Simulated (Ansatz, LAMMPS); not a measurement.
# Zn34Te25S9 with crystalline order left by the classical run (68 atoms) under strain

How stiff is Zn34Te25S9 with crystalline order left by the classical run (68 atoms), and how do its levels respond to strain?

Calculated with Ansatz 0.2.0; Kohn-Sham DFT, PBE, PAW (set soft_1), plane waves.

### Step 1. Starting point

The cell holds 68 atoms: 34 Zn, 25 Te and 9 S. Its edges and angles: a = 12.398 Å, b = 12.398 Å, c = 12.398 Å, α = 90.0°, β = 90.0°, γ = 90.0°. 68 atoms (34 Zn, 25 Te, 9 S) placed at random at 4.97 g/cm³, melted at 2500 K for 10 ps at fixed volume with the Stillinger-Weber II-VI potential (Zhou et al., Phys. Rev. B 88, 085309 (2013)). Quenched from 2500 K to 100 K at 5 K/ps and fixed volume, held 5 ps.

What the set-up can't give: The quench rate of 5 K/ps far exceeds what a furnace or splat quench reaches, so expect more defects and frozen-in strain than in a real sample. The network of bonds at the start is that of the classical potential that made the cell, and needn't be the one that DFT or experiment would give. Only the Γ point is sampled. No spin–orbit coupling is included, so levels derived from the heavy atoms are approximate.

### Step 2. Single point at the start

The forces at the start show how far the geometry lies from a minimum of this functional.

Input file input.yaml:

```yaml
crystal:
  lattice:
    - [12.398, 0.0, 0.0]
    - [0.0, 12.398, 0.0]
    - [0.0, 0.0, 12.398]
  atoms:
    - { symbol: Zn, position: [0.65302, 0.33631, 0.20827] }
    - { symbol: Zn, position: [0.49225, 0.56044, 0.9852] }
    - { symbol: Zn, position: [0.01594, 0.3827, 0.74668] }
    - { symbol: Zn, position: [0.11564, 0.51647, 0.45806] }
    - { symbol: Zn, position: [0.64921, 0.9854, 0.73083] }
    - { symbol: Zn, position: [0.13484, 0.85258, 0.52663] }
    - { symbol: Zn, position: [0.94495, 0.06058, 0.65554] }
    - { symbol: Zn, position: [0.24442, 0.17467, 0.49495] }
    - { symbol: Zn, position: [0.35123, 0.85981, 0.97284] }
    - { symbol: Zn, position: [0.98472, 0.31931, 0.20371] }
    - { symbol: Zn, position: [0.78042, 0.53413, 0.45167] }
    - { symbol: Zn, position: [0.31273, 0.3312, 0.20012] }
    - { symbol: Zn, position: [0.43832, 0.89576, 0.48296] }
    - { symbol: Zn, position: [0.01449, 0.87011, 0.95856] }
    - { symbol: Zn, position: [0.96576, 0.69622, 0.2461] }
    - { symbol: Zn, position: [0.80754, 0.99371, 0.22435] }
    - { symbol: Zn, position: [0.81568, 0.88637, 0.41958] }
    - { symbol: Zn, position: [0.50376, 0.1549, 0.94415] }
    - { symbol: Zn, position: [0.19448, 0.9906, 0.24128] }
    - { symbol: Zn, position: [0.65992, 0.85151, 0.9673] }
    - { symbol: Zn, position: [0.16165, 0.55055, 0.99047] }
    - { symbol: Zn, position: [0.36464, 0.37913, 0.74836] }
    - { symbol: Zn, position: [0.88571, 0.73481, 0.68129] }
    - { symbol: Zn, position: [0.20152, 0.71211, 0.68404] }
    - { symbol: Zn, position: [0.65856, 0.70875, 0.2405] }
    - { symbol: Zn, position: [0.31535, 0.72355, 0.23565] }
    - { symbol: Zn, position: [0.82307, 0.54674, 0.97553] }
    - { symbol: Zn, position: [0.1796, 0.159, 0.93707] }
    - { symbol: Zn, position: [0.53086, 0.70372, 0.72654] }
    - { symbol: Zn, position: [0.34773, 0.00985, 0.72758] }
    - { symbol: Zn, position: [0.8077, 0.17258, 0.93388] }
    - { symbol: Zn, position: [0.44201, 0.51215, 0.45468] }
    - { symbol: Zn, position: [0.59391, 0.19556, 0.51294] }
    - { symbol: Zn, position: [0.50855, 0.99715, 0.21311] }
    - { symbol: Te, position: [0.80641, 0.37809, 0.82526] }
    - { symbol: Te, position: [0.0003, 0.90128, 0.16778] }
    - { symbol: Te, position: [0.84223, 0.75209, 0.89604] }
    - { symbol: Te, position: [0.47719, 0.70775, 0.36909] }
    - { symbol: Te, position: [0.28103, 0.37738, 0.40515] }
    - { symbol: Te, position: [0.66094, 0.53385, 0.11456] }
    - { symbol: Te, position: [0.6202, 0.39137, 0.4169] }
    - { symbol: Te, position: [0.14268, 0.70489, 0.36542] }
    - { symbol: Te, position: [0.98378, 0.52502, 0.11017] }
    - { symbol: Te, position: [0.53722, 0.36746, 0.87501] }
    - { symbol: Te, position: [0.15431, 0.19201, 0.1514] }
    - { symbol: Te, position: [0.37811, 0.5794, 0.6521] }
    - { symbol: Te, position: [0.32598, 0.53428, 0.11524] }
    - { symbol: Te, position: [0.05625, 0.23512, 0.5913] }
    - { symbol: Te, position: [0.60738, 0.00656, 0.40987] }
    - { symbol: Te, position: [0.81164, 0.19992, 0.14923] }
    - { symbol: Te, position: [0.99038, 0.06527, 0.87285] }
    - { symbol: Te, position: [0.48789, 0.20725, 0.15343] }
    - { symbol: Te, position: [0.74771, 0.16164, 0.65736] }
    - { symbol: Te, position: [0.18086, 0.74266, 0.89744] }
    - { symbol: Te, position: [0.18906, 0.36399, 0.87026] }
    - { symbol: Te, position: [0.94877, 0.39194, 0.40772] }
    - { symbol: Te, position: [0.03723, 0.58081, 0.65622] }
    - { symbol: Te, position: [0.71214, 0.58919, 0.66018] }
    - { symbol: Te, position: [0.40706, 0.19898, 0.62807] }
    - { symbol: S, position: [0.9448, 0.89008, 0.56739] }
    - { symbol: S, position: [0.50266, 0.7474, 0.91399] }
    - { symbol: S, position: [0.34474, 0.04721, 0.9148] }
    - { symbol: S, position: [0.80788, 0.70247, 0.35369] }
    - { symbol: S, position: [0.65703, 0.04154, 0.91197] }
    - { symbol: S, position: [0.66241, 0.88605, 0.15763] }
    - { symbol: S, position: [0.34371, 0.89631, 0.16403] }
    - { symbol: S, position: [0.48761, 0.88755, 0.6657] }
    - { symbol: S, position: [0.25556, 0.98254, 0.43501] }
kpoints:
  mp_grid: { grid: [1, 1, 1] }
hamiltonian:
  xc: pbe
  pseudopotentials: { kind: paw, azcp: { folder: soft_1 } }
scf:
  occupations: { method: gaussian, width: 0.025 }
output:
  forces: true
```

Launch:

```
> ansatz run input.yaml --threads 4 --pin off --max-ram 15872MiB --backend cpu --events-out ev --progress --plain --runs-dir out
```

Numbers of over 12 decimals in the logs are rounded to 6 here.

Output:

```text
[...]
Pseudopotentials: kind: paw
Pseudopotential: Zn, paw, valence charge 12, recommended cutoff 420 eV (normal), soft_1/Zn.paw.azcp
Pseudopotential: Te, paw, valence charge 16, recommended cutoff 420 eV (normal), soft_1/Te.paw.azcp
Pseudopotential: S, paw, valence charge 6, recommended cutoff 420 eV (normal), soft_1/S.paw.azcp
[... 5 lines on functional and potentials left out ...]
Crystal: 68 atoms, lattice volume = 1905.702 Å³
Basis set: ecut = 420 eV, 37385 PW (Γ), exchange–correlation on 180×180×180 points (8 copies of the dense FFT grid, shifted against one another)
Bands: 499, of which v1, the nominal top of the filled ones, is band 431 counted from 1 (430 counted from 0)
Symmetry: 1 space group operations
Space group: P1 (ITA 1), of the structure as read, at distance tolerance 1.2e-4 Å
k-points: 1
[... 7 lines on functional and potentials left out ...]
Initial density: superposition of atomic densities (chi_scale 0.1, normalization cell, long waves kept (reshape's long-wave potential 0.31 eV rms))
Initial wavefunctions: pseudopotential atomic-orbital guess
[...]
SCF iter   1: F=—  HF=-295492.652896 eV  |F-HF|=—  |Δ(HF+E_count)|=         —  Δρ=2.99e-2  dr2=2.27e1  ethr=3.10e-3  ⟨swp⟩=6.0  Hψ=2047  notcnv=0  defer=34
preconditioner: auto → Resta (q_TF=auto, 2.390 Å⁻¹)  ε∞=6.0  [insulator: Δε(μ)=0.230 eV  Ē_g=9.440 eV  σ=0.025 eV  W_gap=1.00  n_scr=460 (ndim 8)  ℏωp=21.0 eV  f_vac=0.066  D(μ)=0.00/eV (n_scr^D=0)  ε∞_Penn≈6.0]
[...]
SCF iter  18: F=—  HF=-295488.894277 eV  |F-HF|=—  |Δ(HF+E_count)|=   8.57e-8  Δρ=2.25e-6  dr2=6.30e-7  ethr=4.20e-11  ⟨swp⟩=2.0  Hψ=710  notcnv=0  defer=62
SCF iter  19: F=-295488.894277 eV  HF=-295488.894277 eV  |F-HF|=5.30e-8  |Δ(HF+E_count)|=   8.27e-9  Δρ=9.08e-7  dr2=7.38e-8  ethr=1.16e-11  ⟨swp⟩=3.0  Hψ=1399  notcnv=0
SCF 1 converged in 19 iterations: F = -295488.894277 eV  dr2 = 7.38e-8
[...]
SCF converged after 19 iterations
Free energy (F): -295488.894277 eV
Harris-Foulkes:  -295488.894277 eV  (|F-HF|=5.30e-8)
Internal energy: -295488.876443 eV  (E = F + TS)
E sigma→0 (E₀):  -295488.885360 eV
Entropy (-TS):   -0.017834 eV (-0.262 meV/atom)
Fermi energy:    6.467231 eV
--- Per-component energies (eV) ---
[...]
Σ components = -295488.894277   (vs F -295488.894277, Δ=0.00e0)
--- Forces (eV/Å), atoms counted from 1 ---
  atom   1  Zn    -0.19079983    -0.04831691     0.13561536
  atom   2  Zn     0.16780153    -0.12168868     0.03717439
  atom   3  Zn    -0.45743562     0.14796894     0.13002274
  atom   4  Zn    -0.13018090    -0.10477718    -0.10100772
[...]
atom  68  S     -0.15435665     0.40529489    -0.06290103
  max |Σ_I F_I| component: 6.14e-6 eV/Å
```

Run time: 40 s. Hardware: 4 threads of Arm Neoverse V2, shared host; peak memory 2.7 GiB.

The r.m.s. force at the start is 0.27 eV/Å.

### Step 3. Cell and atoms relaxed

Cell and atoms are freed together, to release stress as well as forces.

Input file input.yaml:

```yaml
crystal:
  lattice:
    - [12.398, 0.0, 0.0]
    - [0.0, 12.398, 0.0]
    - [0.0, 0.0, 12.398]
  atoms:
    [... the 68 atom lines of step 2 ...]
kpoints:
  mp_grid: { grid: [1, 1, 1] }
hamiltonian:
  xc: pbe
  pseudopotentials: { kind: paw, azcp: { folder: soft_1 } }
scf:
  occupations: { method: gaussian, width: 0.025 }
output:
  forces: true
relax:
  f_tol: 0.05
  max_steps: 150
  cell: {}
```

Output:

```text
[...]
Crystal: 68 atoms, lattice volume = 1905.702 Å³
Basis set: ecut = 420 eV, 37385 PW (Γ), exchange–correlation on 180×180×180 points (8 copies of the dense FFT grid, shifted against one another)
Bands: 518, of which v1, the nominal top of the filled ones, is band 431 counted from 1 (430 counted from 0)
Symmetry: 1 space group operations
[...]
k-points: 1
[...]
SCF iter   1: F=—  HF=-295492.653159 eV  |F-HF|=—  |Δ(HF+E_count)|=         —  Δρ=2.99e-2  dr2=2.27e1  ethr=3.10e-3  ⟨swp⟩=6.0  Hψ=2154  notcnv=0  defer=52
[...]
SCF iter  19: F=-295488.894277 eV  HF=-295488.894277 eV  |F-HF|=2.88e-8  |Δ(HF+E_count)|=   6.05e-9  Δρ=7.76e-7  dr2=5.58e-8  ethr=1.16e-11  ⟨swp⟩=3.0  Hψ=1288  notcnv=0
SCF 1 converged in 19 iterations: F = -295488.894277 eV  dr2 = 5.58e-8
[...]
relax step   1: F+E_penalty+E_count = -295488.89427706 eV  Δ(F+E_penalty+E_count) = +0.000e0 eV  max|allowed force component| = 1.109e0 eV/Å  Δτ_max = 0.0000 Å  P = -0.915 GPa  Ω = 1905.702 Å³  (19 SCF iters, dr2 threshold 1.00e-7 eV, accepted)
[... from here on, the SCF cycles and remarks between the steps are left out ...]
relax step   2: F+E_penalty+E_count = -295491.43807794 eV  Δ(F+E_penalty+E_count) = -2.544e0 eV  max|allowed force component| = 5.793e-1 eV/Å  Δτ_max = 0.1947 Å  P = -0.113 GPa  Ω = 1875.559 Å³  energy of the carried Pulay correction = +1.078e-2 eV  (9 SCF iters, dr2 threshold 6.80e-6 eV, accepted)
relax step   3: F+E_penalty+E_count = -295492.64589069 eV  Δ(F+E_penalty+E_count) = -1.208e0 eV  max|allowed force component| = 3.976e-1 eV/Å  Δτ_max = 0.1969 Å  P = +0.246 GPa  Ω = 1869.506 Å³  energy of the carried Pulay correction = +1.298e-2 eV  (9 SCF iters, dr2 threshold 6.80e-6 eV, accepted)
relax step   4: F+E_penalty+E_count = -295493.06404075 eV  Δ(F+E_penalty+E_count) = -4.182e-1 eV  max|allowed force component| = 2.473e-1 eV/Å  Δτ_max = 0.1957 Å  P = -0.030 GPa  Ω = 1881.755 Å³  energy of the carried Pulay correction = +8.539e-3 eV  (8 SCF iters, dr2 threshold 6.80e-6 eV, accepted)
relax step   5: F+E_penalty+E_count = -295493.31676385 eV  Δ(F+E_penalty+E_count) = -2.527e-1 eV  max|allowed force component| = 1.876e-1 eV/Å  Δτ_max = 0.2000 Å  P = -0.004 GPa  Ω = 1883.746 Å³  energy of the carried Pulay correction = +7.822e-3 eV  (8 SCF iters, dr2 threshold 3.82e-6 eV, accepted)
relax step   6: F+E_penalty+E_count = -295493.50969321 eV  Δ(F+E_penalty+E_count) = -1.929e-1 eV  max|allowed force component| = 1.456e-1 eV/Å  Δτ_max = 0.1951 Å  P = +0.030 GPa  Ω = 1885.649 Å³  energy of the carried Pulay correction = +7.138e-3 eV  (8 SCF iters, dr2 threshold 2.20e-6 eV, accepted)
relax step   7: F+E_penalty+E_count = -295493.62198283 eV  Δ(F+E_penalty+E_count) = -1.123e-1 eV  max|allowed force component| = 1.345e-1 eV/Å  Δτ_max = 0.1904 Å  P = +0.003 GPa  Ω = 1892.733 Å³  energy of the carried Pulay correction = +4.602e-3 eV  (8 SCF iters, dr2 threshold 1.33e-6 eV, accepted)
relax step   8: F+E_penalty+E_count = -295493.75383585 eV  Δ(F+E_penalty+E_count) = -1.319e-1 eV  max|allowed force component| = 1.240e-1 eV/Å  Δτ_max = 0.2000 Å  P = +0.055 GPa  Ω = 1897.822 Å³  energy of the carried Pulay correction = +2.790e-3 eV  (9 SCF iters, dr2 threshold 1.13e-6 eV, accepted)
relax step   9: F+E_penalty+E_count = -295493.87327017 eV  Δ(F+E_penalty+E_count) = -1.194e-1 eV  max|allowed force component| = 1.696e-1 eV/Å  Δτ_max = 0.1950 Å  P = +0.016 GPa  Ω = 1907.048 Å³  energy of the carried Pulay correction = -4.747e-4 eV  (8 SCF iters, dr2 threshold 9.61e-7 eV, accepted)
relax step  10: F+E_penalty+E_count = -295493.97883506 eV  Δ(F+E_penalty+E_count) = -1.056e-1 eV  max|allowed force component| = 1.732e-1 eV/Å  Δτ_max = 0.1930 Å  P = -0.003 GPa  Ω = 1912.908 Å³  energy of the carried Pulay correction = -2.535e-3 eV  (8 SCF iters, dr2 threshold 1.80e-6 eV, accepted)
relax step  11: F+E_penalty+E_count = -295494.06998951 eV  Δ(F+E_penalty+E_count) = -9.115e-2 eV  max|allowed force component| = 1.148e-1 eV/Å  Δτ_max = 0.1950 Å  P = -0.005 GPa  Ω = 1918.903 Å³  energy of the carried Pulay correction = -4.631e-3 eV  (8 SCF iters, dr2 threshold 1.87e-6 eV, accepted)
relax step  12: F+E_penalty+E_count = -295494.13579104 eV  Δ(F+E_penalty+E_count) = -6.580e-2 eV  max|allowed force component| = 9.983e-2 eV/Å  Δτ_max = 0.1950 Å  P = -0.012 GPa  Ω = 1924.582 Å³  energy of the carried Pulay correction = -6.608e-3 eV  (9 SCF iters, dr2 threshold 8.24e-7 eV, accepted)
relax step  13: F+E_penalty+E_count = -295494.03063085 eV  Δ(F+E_penalty+E_count) = +1.052e-1 eV  max|allowed force component| = 3.149e-1 eV/Å  Δτ_max = 0.2000 Å  P = -0.096 GPa  Ω = 1934.119 Å³  energy of the carried Pulay correction = -9.904e-3 eV  (9 SCF iters, dr2 threshold 6.23e-7 eV, rejected (line search))
relax step  14: F+E_penalty+E_count = -295494.15998119 eV  Δ(F+E_penalty+E_count) = -2.419e-2 eV  max|allowed force component| = 3.731e-2 eV/Å  Δτ_max = 0.0972 Å  P = -0.005 GPa  Ω = 1927.808 Å³  energy of the carried Pulay correction = -7.726e-3 eV  (14 SCF iters, accepted)
relax step  15: F+E_penalty+E_count = -295494.16375481 eV  Δ(F+E_penalty+E_count) = -3.774e-3 eV  max|allowed force component| = 3.420e-2 eV/Å  Δτ_max = 0.0600 Å  P = -0.005 GPa  Ω = 1928.786 Å³  energy of the carried Pulay correction = -8.064e-3 eV  (12 SCF iters, accepted)
relax step  16: F+E_penalty+E_count = -295494.16955332 eV  Δ(F+E_penalty+E_count) = -5.799e-3 eV  max|allowed force component| = 3.403e-2 eV/Å  Δτ_max = 0.0000 Å  P = +0.001 GPa  Ω = 1928.786 Å³  stress off target by 4.18e-2 GPa  SCF on the basis re-selected at this cell (its energy is not comparable with the rows above)  (10 SCF iters)
basis re-selected at this cell: Δ(F+E_penalty+E_count) = -5.799e-3 eV, ΔP = +0.005 GPa vs the last step (what re-selecting the basis moved, of the pressure what is left beyond the Pulay correction that the steps carried, after the strain that the cell walked since its last selection, [...]
SCF converged after 10 iterations
Free energy (F): -295494.169553 eV
[...]
Internal energy: -295494.169553 eV  (E = F + TS)
E sigma→0 (E₀):  -295494.169553 eV
Fermi energy:    6.395365 eV
[...]
--- Forces (eV/Å), atoms counted from 1 ---
  atom   1  Zn    -0.00895619     0.00290839    -0.00101096
  atom   2  Zn     0.00533370     0.00057998     0.00117221
  atom   3  Zn    -0.00203963    -0.02131168    -0.01301484
  atom   4  Zn    -0.00200782     0.01051459     0.00345811
  atom   5  Zn     0.00145465     0.00375055    -0.00233062
  atom   6  Zn     0.00455714     0.02773796    -0.02151685
  atom   7  Zn     0.01167873    -0.00459376     0.00221582
  atom   8  Zn    -0.00513442     0.00183966     0.00004170
  atom   9  Zn     0.00293359    -0.00627971    -0.00332636
  atom  10  Zn     0.00387143     0.00784966     0.00008288
  atom  11  Zn     0.00678571    -0.00452139     0.00668037
  atom  12  Zn     0.00085941     0.00381832    -0.00120867
  atom  13  Zn    -0.00222615     0.00097080    -0.00835292
  atom  14  Zn    -0.00090926    -0.00688307     0.00791623
[...]
atom  67  S      0.00572585    -0.01318713     0.01617759
  atom  68  S     -0.02162446    -0.03283946     0.00957967
  max |Σ_I F_I| component: 2.66e-6 eV/Å
--- Stress (GPa, compression-positive) ---
        0.021924      -0.004322       0.029523
       -0.004322      -0.017135      -0.001544
        0.029523      -0.001544      -0.003263
  P = ⅓ Tr σ = 0.0005 GPa (0.005 kbar)
--- Relaxed structure (15 steps of the walk, 14 accepted, 1 SCFs on fresh bases) ---
  F+E_penalty+E_count = -295494.16955332 eV   max|allowed force component| = 3.403e-2 eV/Å   (the final SCF, on the basis selected at the relaxed cell)
  cell:  # Å, volume = 1928.7864 Å³
    - [13.060528, 0.179853, 0.772229]
    - [0.179853, 11.475126, -0.236997]
    - [0.772229, -0.236997, 12.923409]
  atoms:
    - { symbol: Zn, position: [0.644560, 0.336566, 0.199951] }
    - { symbol: Zn, position: [0.500909, 0.542784, 0.981605] }
    - { symbol: Zn, position: [0.032692, 0.392834, 0.750196] }
    - { symbol: Zn, position: [0.103387, 0.523073, 0.456672] }
[...]
- { symbol: S, position: [0.294460, 1.000645, 0.427591] }
```

Wall time 9.7 min (4 threads); peak memory 2.9 GiB.

The relaxation converged after 15 steps, with a largest force component of 0.034 eV/Å.

[end of part 1 of 3]

[Logs are printed without paths, hosts, clocks, repeated set-up lines and the standing remarks that a program may print on its own settings, such as how far it seeks lower states.]

[Hosts, paths, dates, database ids (printed as entryN), source tags and the programs' standing remarks are cut or masked in the printed files.]
